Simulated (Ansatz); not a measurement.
In doubt: masses and optical values from hybrid runs of this build are listed as unsure (in some of the runs), which bears on the screening that GW takes from such a start.

Two G0W0 runs on SnO2 (Pnnm).

```
Sn O
1.0
     4.78800    0.00000    0.00000
     0.00000    4.86658    0.00000
     0.00000    0.00000    3.24090
Sn O
2 4
Direct
  0.50000 0.50000 0.50000
  0.00000 0.00000 0.00000
  0.29185 0.32104 0.00000
  0.79185 0.17896 0.50000
  0.20814 0.82104 0.50000
  0.70815 0.67896 0.00000
```

The cell and positions are those that the Materials Project relaxed with its own functionals (PBE, PBE+U or r2SCAN), kept fixed. This is not the form that SnO2 usually takes at ambient conditions.

The first (Ansatz 0.2.0; start LDA, 4×4×4 mesh, 277 empty bands, screening to 138 eV, PAW set soft_1 files; 1 × NVIDIA H100 80GB HBM3 (shared by 6 runs) with 2 threads of AMD EPYC 7R13 (Zen 3), shared host) gave, on its mesh: starting gap 0.68 eV, G0W0 gap 1.91 eV, RPA ε∞ (mean) 5.74, 53 s.

Question: The second changes start from LDA to HSE06 and mesh from 4×4×4 to 4×4×6. What does it give?

It gave: starting gap 2.42 eV, G0W0 gap 2.96 eV, RPA ε∞ (mean) 3.64, 2 min. The G0W0 gap moves by +1.05 eV, +1.74 eV from the start and −0.69 eV from the correction. Σc changes by −0.04 eV at the valence top and −0.58 eV at the conduction bottom, and Σx − Vxc between them by −0.14 eV.

Limits: not at the basis limit; no spin-orbit coupling; coarse k mesh.

[Paths, hosts, dates, memory and timing lines, banners, echoed tables and standing remarks are left out of the program output.]

[Logs are printed without paths, hosts, clocks, repeated set-up lines and the standing remarks that a program may print on its own settings, such as how far it seeks lower states.]

[Runs of the session that timed out or met a known fault of the program may be left out.]

[Cells called generated may have been cut or substituted from an entry of the Crystallography Open Database or the Materials Project.]

[Hosts, paths, dates, database ids (printed as entryN), source tags and the programs' standing remarks are cut or masked in the printed files.]
